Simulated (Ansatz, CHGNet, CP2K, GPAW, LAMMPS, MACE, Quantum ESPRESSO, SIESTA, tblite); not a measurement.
**Amorphous Ge (61 atoms) in SIESTA**

How do the settings of SIESTA change the result for amorphous Ge (61 atoms)? A plane-wave run serves as the yardstick.

Method: the method is named at each step, in SIESTA 5.4.2.

## 1. The starting structure

The cell holds 61 atoms: 61 Ge. Cell: a = 10.650 Å, b = 10.650 Å, c = 10.650 Å, α = 90.0°, β = 90.0°, γ = 90.0°. 61 atoms (61 Ge) placed at random at 6.09 g/cm³, melted at 3500 K for 10 ps at fixed volume with the Tersoff potential (Tersoff, Phys. Rev. B 39, 5566 (1989)). Quenched from 3500 K to 100 K at 5 K/ps and fixed volume, held 5 ps, then minimised at fixed cell.

The yardstick, on the same geometry:

| Property | Result |
| --- | --- |
| method | Kohn-Sham DFT, PBE, SSSP efficiency 1.3.0 pseudopotentials, plane waves (Quantum ESPRESSO 7.5); sssp-pbe-1.3.0-efficiency, cutoffs 45/360 Ry, Γ point |
| r.m.s. force component | 0.2801 eV/Å |
| longest force | 0.9141 eV/Å |
| pressure | 9.332 GPa |
| time | 2.7 min on 4 MPI ranks of Arm Neoverse V1, shared host |
| CPU time | 11 min |

## 2. PBE, DZP, shift 0.01 Ry, mesh 300 Ry

Method: Kohn-Sham DFT, PBE, PseudoDojo 0.4.1 norm-conserving pseudopotentials (converted to PSML), numerical atomic orbitals (DZP), diagonalisation.

The .psml files are PseudoDojo norm-conserving potentials that we converted to this format, checked against plane waves on the same files for H, C, O, Si, Ge and Ca alone.

The input, input.fdf:

```
SystemLabel cell
NumberOfAtoms 61
NumberOfSpecies 1
%block ChemicalSpeciesLabel
  1 32 Ge
%endblock ChemicalSpeciesLabel
LatticeConstant 1.0 Ang
%block LatticeVectors
  10.64970 0.00000 0.00000
  0.00000 10.64970 0.00000
  0.00000 0.00000 10.64970
%endblock LatticeVectors
PAO.BasisSize DZP
PAO.EnergyShift 0.01 Ry
XC.Functional GGA
XC.Authors PBE
MeshCutoff 300 Ry
%block kgrid_Monkhorst_Pack
  1 0 0 0.0
  0 1 0 0.0
  0 0 1 0.0
%endblock kgrid_Monkhorst_Pack
SolutionMethod diagon
OccupationFunction FD
ElectronicTemperature 580 K
SCF.Mixer.Method Pulay
SCF.Mixer.Weight 0.05
SCF.Mixer.History 8
SCF.Mix Hamiltonian
MaxSCFIterations 300
SCF.DM.Tolerance 1e-04
SCF.H.Tolerance 1.0e-3 eV
WriteForces T
Write.HirshfeldPop T
Write.VoronoiPop T
Write.DM F
Write.H F
XML.Write F
AtomicCoordinatesFormat Fractional
%block AtomicCoordinatesAndAtomicSpecies
  0.01819 0.34653 0.91139 1
  0.53853 0.49839 0.51182 1
  0.66378 0.06235 0.32431 1
  0.71441 0.29075 0.30579 1
  0.24738 0.45256 0.14132 1
  0.55598 0.84498 0.32634 1
  0.50263 0.37607 0.71747 1
  0.84536 0.16326 0.75866 1
  0.23563 0.85438 0.25818 1
  0.88142 0.40314 0.71048 1
  0.87185 0.94142 0.26252 1
  0.57758 0.25812 0.98692 1
  0.02656 0.13718 0.19636 1
  0.78292 0.32426 0.08891 1
  0.49691 0.12870 0.16326 1
  0.74431 0.61022 0.51129 1
  0.24071 0.54509 0.66951 1
  0.98621 0.17965 0.43121 1
  0.22621 0.67554 0.02872 1
  0.06441 0.17278 0.65284 1
  0.82528 0.74318 0.91963 1
  0.98158 0.93292 0.47189 1
  0.58525 0.04328 0.54889 1
  0.15886 0.33746 0.42682 1
  0.33382 0.26756 0.28165 1
  0.96500 0.69376 0.50871 1
  0.25064 0.06660 0.14914 1
  0.01730 0.58920 0.94906 1
  0.37035 0.14877 0.49146 1
  0.54491 0.93846 0.05094 1
  0.43288 0.84859 0.52581 1
  0.35973 0.63257 0.50046 1
  0.69307 0.50780 0.78798 1
  0.02767 0.60307 0.71047 1
  0.85840 0.38744 0.46835 1
  0.98285 0.83536 0.76316 1
  0.70312 0.73561 0.71269 1
  0.76908 0.92669 0.04690 1
  0.52033 0.40644 0.30483 1
  0.47020 0.99235 0.85013 1
  0.16361 0.97044 0.69584 1
  0.52067 0.55016 0.12194 1
  0.48617 0.79531 0.74296 1
  0.40842 0.42294 0.95143 1
  0.23255 0.95640 0.47348 1
  0.04127 0.80919 0.13796 1
  0.80862 0.95104 0.63882 1
  0.23262 0.28078 0.86730 1
  0.89139 0.13259 0.98679 1
  0.04538 0.95338 0.96038 1
  0.23830 0.62188 0.31367 1
  0.26822 0.31424 0.64068 1
  0.72367 0.54209 0.01928 1
  0.42881 0.76472 0.14642 1
  0.02968 0.52524 0.35867 1
  0.75470 0.72964 0.31115 1
[... 1 atom lines left out ...]
  0.35817 0.62869 0.84103 1
  0.25522 0.05602 0.90603 1
  0.60390 0.16598 0.76049 1
  0.90408 0.60953 0.16548 1
%endblock AtomicCoordinatesAndAtomicSpecies
```

Launch:

```sh
$ OMP_NUM_THREADS=1 siesta < input.fdf > output.txt
```

The program printed:

```text
Version         : 5.4.2
reinit: System Name:
reinit: System Label: cell
initatom: Reading input for the pseudopotentials and atomic orbitals ----------
Species number:   1 Atomic number:   32 Label: Ge
Ground state valence configuration (from tables):   4s02  4p02  4d00  4f00
---- Processing specs for species: Ge
GGA--PBE XC_GGA_X_PBE--XC_GGA_C_PBE pb
Semicore shell(s) with 10 electrons included in the valence for Ge
Semicore shell(s): 3d
Fallback to non-perturbative polarization scheme for Ge
Please see the manual if this is not desired in principle
Ge pseudopotential only contains V_ls up to l=2 -- lmxkb reset.
Using PAO.SplitTailNorm
%block ChemicalSpeciesLabel
    1   32 Ge                      # Species index, atomic number, species label
%endblock ChemicalSpeciesLabel
%block PAO.Basis                 # Define Basis set
Ge                    4                    # Species label, number of l-shells
 n=4   0   2                         # n, l, Nzeta
   5.264      3.748
   1.000      1.000
 n=4   1   2                         # n, l, Nzeta
   6.996      5.083
   1.000      1.000
 n=3   2   1                         # n, l, Nzeta
   2.782
   1.000
 n=4   2   1                         # n, l, Nzeta
   6.996
   1.000
%endblock PAO.Basis
coor:   Atomic-coordinates input format  =     Fractional
siesta: System type = bulk
initatomlists: Number of atoms, orbitals, and projectors:     61  1098  1098
siesta: ******************** Simulation parameters ****************************
Total number of electrons:   854.000000
Total ionic charge:   854.000000
 Kpoints in:            1 . Kpoints trimmed:            1
siesta: k-grid: Number of k-points = 1
siesta: k-points from Monkhorst-Pack grid
siesta: k-cutoff (effective) =     5.325 Ang
siesta: k-point supercell and displacements
siesta: k-grid:     1     0     0      0.000
siesta: k-grid:     0     1     0      0.000
siesta: k-grid:     0     0     1      0.000
                     ====================================
                        Single-point calculation
                     ====================================
outcell: Unit cell vectors (Ang):
       10.649700    0.000000    0.000000
        0.000000   10.649700    0.000000
        0.000000    0.000000   10.649700
outcell: Cell vector modules (Ang)   :   10.649700   10.649700   10.649700
outcell: Cell angles (23,13,12) (deg):     90.0000     90.0000     90.0000
outcell: Cell volume (Ang**3)        :   1207.8475
Gamma-point calculation with multiply-connected orbital pairs
Gamma-point calculation with multiply-connected orbital pairs
Folding of H and S implicitly performed
Folding of H and S implicitly performed
new_DM -- step:     1
Initializing Density Matrix...
Attempting to read DM from file... Failed...
DM filled with atomic data:
InitMesh: MESH = 120 x 120 x 120 = 1728000
InitMesh: Mesh cutoff (required, used) =   300.000   350.905 Ry
stepf: Fermi-Dirac step function
        iscf     Eharris(eV)        E_KS(eV)     FreeEng(eV)     dDmax    Ef(eV) dHmax(eV)
   scf:    1  -148101.100421  -148165.525392  -148165.723045  0.664287 -3.554948  4.382363
   scf:    2  -148166.674352  -148166.157825  -148166.363104  0.017679 -3.567454  3.335456
   scf:    3  -148167.215068  -148166.763156  -148166.980761  0.031318 -3.594283  2.061109
   scf:    4  -148167.978832  -148167.458813  -148167.694167  0.069745 -3.662726  1.226819
   scf:    5  -148167.957004  -148167.731586  -148167.976470  0.055906 -3.715590  0.620243
   scf:    6  -148167.837535  -148167.802869  -148168.049788  0.031422 -3.741845  0.309629
   scf:    7  -148167.813915  -148167.812267  -148168.060526  0.005210 -3.744055  0.205498
   scf:    8  -148167.828853  -148167.822918  -148168.069172  0.004598 -3.743362  0.078298
   scf:    9  -148167.824410  -148167.824172  -148168.070534  0.001309 -3.742140  0.038603
   scf:   10  -148167.825988  -148167.825231  -148168.070960  0.000714 -3.741232  0.030063
   scf:   11  -148167.826593  -148167.825994  -148168.071392  0.000924 -3.738959  0.016891
   scf:   12  -148167.826194  -148167.826095  -148168.071440  0.000210 -3.738448  0.015413
   scf:   13  -148167.826457  -148167.826291  -148168.071547  0.000714 -3.736601  0.006945
   scf:   14  -148167.826381  -148167.826339  -148168.071568  0.000262 -3.735790  0.005448
   scf:   15  -148167.826358  -148167.826349  -148168.071571  0.000049 -3.735565  0.005430
   scf:   16  -148167.826369  -148167.826360  -148168.071577  0.000177 -3.735145  0.003318
   scf:   17  -148167.826359  -148167.826359  -148168.071578  0.000137 -3.734942  0.001814
   scf:   18  -148167.826355  -148167.826357  -148168.071579  0.000086 -3.734838  0.001346
   scf:   19  -148167.826370  -148167.826364  -148168.071579  0.000042 -3.734760  0.000491
SCF Convergence by DM+H criterion
max |DM_out - DM_in|         :     0.0000420827
max |H_out - H_in|      (eV) :     0.0004912488
SCF cycle converged after 19 iterations
Using DM_out to compute the final energy and forces
siesta: E_KS(eV) =          -148167.8264
siesta: E_KS - E_eggbox =   -148167.8264
siesta: Atomic forces (eV/Ang):
     1   -0.130257    0.090071   -0.172275
     2    0.281887   -0.485499    0.530307
     3    0.360082   -0.037695    0.011808
     4   -0.042449   -0.015998    0.129419
     5   -0.434089    0.128165   -0.370703
     6    0.321626   -0.284406    0.387087
     7    0.445895    0.704756   -0.508341
     8   -0.557959   -0.751681    0.226486
     9   -0.191919    0.054686    0.688953
    10    0.270756    0.486305   -0.027727
    11   -0.720191    0.499844   -0.162059
    12    0.388490    0.218290    0.008278
[...]
57    0.298541   -0.255062    0.352801
    58    0.117682   -0.071642    0.258453
    59    0.528035   -0.326866   -0.126198
    60    0.375842    0.039574   -0.179669
    61   -0.608628    0.665879    0.625742
----------------------------------------
   Tot    0.003187    0.008869   -0.000243
----------------------------------------
   Max    0.769545
   Res    0.327887    sqrt( Sum f_i^2 / 3N )
----------------------------------------
   Max    0.769545    constrained
Stress tensor Voigt[x,y,z,yz,xz,xy] (kbar):     -133.05     -107.62     -137.26       -2.37       -2.48        3.93
(Free)E + p*V (eV/cell)  -148073.0996
Target enthalpy (eV/cell)  -148168.0716
siesta: Program's energy decomposition (eV):
siesta: Ebs     =    -19548.674554
siesta: Eions   =    148294.852537
siesta: Ena     =      2863.149050
siesta: Ekin    =    111481.983500
siesta: Enl     =    -78225.741700
siesta: DEna    =       268.537054
siesta: DUscf   =         8.342425
siesta: Ex      =    -34347.563062
siesta: Ec      =     -1921.681093
siesta: Exc     =    -36269.244155
siesta: Eharris =   -148167.826370
siesta: Etot    =   -148167.826364
siesta: FreeEng =   -148168.071579
siesta: Final energy (eV):
siesta:  Band Struct. =  -19548.674554
siesta:       Kinetic =  111481.983500
siesta:       Hartree =   42130.310662
siesta:         Exch. =  -34347.563062
siesta:         Corr. =   -1921.681093
siesta:   Exch.-corr. =  -36269.244155
siesta:  Ion-electron = -191068.767454
siesta:       Ion-ion =  -74442.108915
siesta:         Total = -148167.826364
siesta:         Fermi =      -3.734760
siesta: Stress tensor (static) (eV/Ang**3):
siesta:    -0.083044    0.002453   -0.001545
siesta:     0.002453   -0.067171   -0.001478
siesta:    -0.001545   -0.001478   -0.085672
siesta: Cell volume =       1207.847548 Ang**3
siesta: Pressure (static):
siesta:                Solid            Molecule  Units
siesta:           0.00085638          0.00092364  Ry/Bohr**3
siesta:           0.07862910          0.08480454  eV/Ang**3
siesta:         125.97770656        135.87185151  kBar
    Orbital volume contribution        =          48.982196 eV
    (Free)E + p_basis*V_orbitals       =     -148119.089383 eV
    (Free)Eharris+ p_basis*V_orbitals  =     -148119.089390 eV
Hirshfeld Atomic Populations:
Atom #   charge [q] valence [e]  Species
     1    -0.000516   14.000516  Ge
     2     0.000379   13.999621  Ge
     3    -0.013211   14.013211  Ge
     4    -0.010807   14.010807  Ge
     5     0.021809   13.978191  Ge
     6     0.019138   13.980862  Ge
     7     0.014555   13.985445  Ge
     8     0.002211   13.997789  Ge
     9     0.010717   13.989283  Ge
    10    -0.004407   14.004407  Ge
    11    -0.027516   14.027516  Ge
    12     0.014402   13.985598  Ge
[...]
--------------------
 Total     0.000057
Voronoi Atomic Populations:
Atom #   charge [q] valence [e]  Species
[...]
57     0.011444   13.988556  Ge
    58     0.006683   13.993317  Ge
    59    -0.012517   14.012517  Ge
    60     0.006081   13.993919  Ge
    61     0.017916   13.982084  Ge
--------------------
 Total     0.000057
```

It took 7.2 min on 1 thread of Arm Neoverse V1, shared host; peak memory 1.4 GiB.

Banners, paths, timers and routine set-up lines are dropped from the logs unmarked, and long logs keep their key lines alone; longer cuts are marked.

Compared with the plane-wave run:

| Property | Result |
| --- | --- |
| r.m.s. force component | 0.3279 eV/Å |
| r.m.s. difference of force components | 95.61 meV/Å |
| longest difference of force vectors | 343.3 meV/Å |
| force difference over r.m.s. force | 34.13 % |
| slope of forces against the reference's | 1.127 |
| correlation of force components | 0.9627 |
| pressure | 12.6 GPa |
| pressure difference | 3.265 GPa |

This run lies far from the reference in forces at the same functional.

The surroundings of Ge24, picked at random, nearest first, numbered as they follow in the input and with coordinates relative to it.

| atom | x | y | z | distance (Å) | bonds | Hirshfeld charge (e) | Fx | Fy | Fz (eV/Å) |
| --- | --- | --- | --- | --- | --- | --- | --- | --- | --- |
| Ge24 | 0.00 | 0.00 | 0.00 | 0.00 | 4 | 0.01 | -0.06 | 0.27 | 0.37 |
| Ge18 | -1.84 | -1.68 | 0.05 | 2.49 | 5 | -0.02 | -0.04 | 0.07 | -0.29 |
| Ge25 | 1.86 | -0.74 | -1.55 | 2.53 | 6 | 0.00 | 0.00 | 0.13 | 0.12 |
| Ge55 | -1.38 | 2.00 | -0.73 | 2.53 | 6 | -0.03 | 0.18 | -0.16 | -0.53 |
| Ge52 | 1.16 | -0.25 | 2.28 | 2.57 | 6 | -0.02 | 0.29 | -0.16 | -0.63 |
| Ge29 | 2.25 | -2.01 | 0.69 | 3.10 | 4 | 0.01 | 0.46 | 0.49 | 0.33 |
| Ge20 | -1.01 | -1.75 | 2.41 | 3.14 | 4 | 0.00 | -0.08 | 0.16 | 0.30 |
| Ge35 | -3.20 | 0.53 | 0.44 | 3.27 | 5 | 0.02 | -0.09 | 0.21 | 0.15 |
| Ge57 | -1.53 | 0.44 | -2.94 | 3.34 | 6 | 0.01 | 0.30 | -0.26 | 0.35 |
| Ge51 | 0.85 | 3.03 | -1.21 | 3.37 | 4 | 0.02 | -0.36 | -0.43 | -0.17 |
| Ge5 | 0.94 | 1.23 | -3.04 | 3.41 | 5 | 0.02 | -0.43 | 0.13 | -0.37 |
| Ge17 | 0.87 | 2.21 | 2.58 | 3.51 | 4 | 0.00 | -0.48 | -0.03 | -0.01 |
| Ge13 | -1.41 | -2.13 | -2.45 | 3.54 | 5 | 0.00 | -0.26 | -0.10 | 0.27 |

Forces lie 34 % from the reference's, at 0.68 times its CPU time (on 1 against 4 cores).

## 3. PBE, SZ, shift 0.01 Ry, mesh 300 Ry

Method: Kohn-Sham DFT, PBE, PseudoDojo 0.4.1 norm-conserving pseudopotentials (converted to PSML), numerical atomic orbitals (SZ), diagonalisation.

Changes to input.fdf since step 2:

```diff
@@ -12,3 +12,3 @@
 %endblock LatticeVectors
-PAO.BasisSize DZP
+PAO.BasisSize SZ
 PAO.EnergyShift 0.01 Ry
```

The program printed:

```text
Version         : 5.4.2
reinit: System Name:
reinit: System Label: cell
initatom: Reading input for the pseudopotentials and atomic orbitals ----------
Species number:   1 Atomic number:   32 Label: Ge
Ground state valence configuration (from tables):   4s02  4p02  4d00  4f00
---- Processing specs for species: Ge
GGA--PBE XC_GGA_X_PBE--XC_GGA_C_PBE pb
Semicore shell(s) with 10 electrons included in the valence for Ge
Semicore shell(s): 3d
Ge pseudopotential only contains V_ls up to l=2 -- lmxkb reset.
Using PAO.SplitTailNorm
%block ChemicalSpeciesLabel
[... lines left out ...]
stepf: Fermi-Dirac step function
        iscf     Eharris(eV)        E_KS(eV)     FreeEng(eV)     dDmax    Ef(eV) dHmax(eV)
[... lines left out ...]
SCF Convergence by DM+H criterion
[... lines left out ...]
SCF cycle converged after 18 iterations
[... lines left out ...]
   Max    1.062576
[... lines left out ...]
   Max    1.062576    constrained
Stress tensor Voigt[x,y,z,yz,xz,xy] (kbar):     -185.64     -158.70     -196.54       -5.07       -3.84        4.29
[... lines left out ...]
siesta: FreeEng =   -148109.267553
[... lines left out ...]
siesta:       Kinetic =  112472.766359
siesta:       Hartree =   42552.859236
siesta:         Exch. =  -34457.266921
siesta:         Corr. =   -1925.477769
siesta:   Exch.-corr. =  -36382.744690
siesta:  Ion-electron = -192309.827016
siesta:       Ion-ion =  -74442.108915
siesta:         Total = -148109.055026
siesta:         Fermi =      -3.483395
siesta: Stress tensor (static) (eV/Ang**3):
siesta:    -0.115870    0.002677   -0.002394
siesta:     0.002677   -0.099052   -0.003165
siesta:    -0.002394   -0.003165   -0.122669
siesta: Cell volume =       1207.847548 Ang**3
siesta: Pressure (static):
siesta:                Solid            Molecule  Units
siesta:           0.00122561          0.00133089  Ry/Bohr**3
siesta:           0.11253013          0.12219635  eV/Ang**3
siesta:         180.29314515        195.78013809  kBar
    Orbital volume contribution        =          24.100273 eV
    (Free)E + p_basis*V_orbitals       =     -148085.167279 eV
    (Free)Eharris+ p_basis*V_orbitals  =     -148085.167296 eV
Hirshfeld Atomic Populations:
Atom #   charge [q] valence [e]  Species
     1    -0.007223   14.007223  Ge
     2     0.001216   13.998784  Ge
     3    -0.012978   14.012978  Ge
[...]
--------------------
 Total    -0.000026
Voronoi Atomic Populations:
Atom #   charge [q] valence [e]  Species
[...]
60     0.025099   13.974901  Ge
    61     0.022362   13.977638  Ge
--------------------
 Total    -0.000026
```

The job ended after 1.7 min (1 thread; peak memory 0.7 GiB).

Compared with the plane-wave run:

- r.m.s. force component: 0.4412 eV/Å
- r.m.s. difference of force components: 231.5 meV/Å
- longest difference of force vectors: 755.8 meV/Å
- force difference over r.m.s. force: 82.62 %
- slope of forces against the reference's: 1.399
- correlation of force components: 0.8882
- pressure: 18.03 GPa
- pressure difference: 8.697 GPa

This is a coarse setting, run to see what it loses.

Against the first run (34 %), the force difference from the reference is 83 %, at 0.24 times the CPU time, with 549 basis functions against 1098: the smaller basis costs accuracy.

(Part 1 of 2 ends here.)

[Also dropped from logs without a mark: logging warnings of Python, and SIESTA's first energy breakdown and zero terms.]

[Logs are printed without paths, hosts, clocks, repeated set-up lines and the standing remarks that a program may print on its own settings, such as how far it seeks lower states.]

[Hosts, paths, dates, database ids (printed as entryN), source tags and the programs' standing remarks are cut or masked in the printed files.]
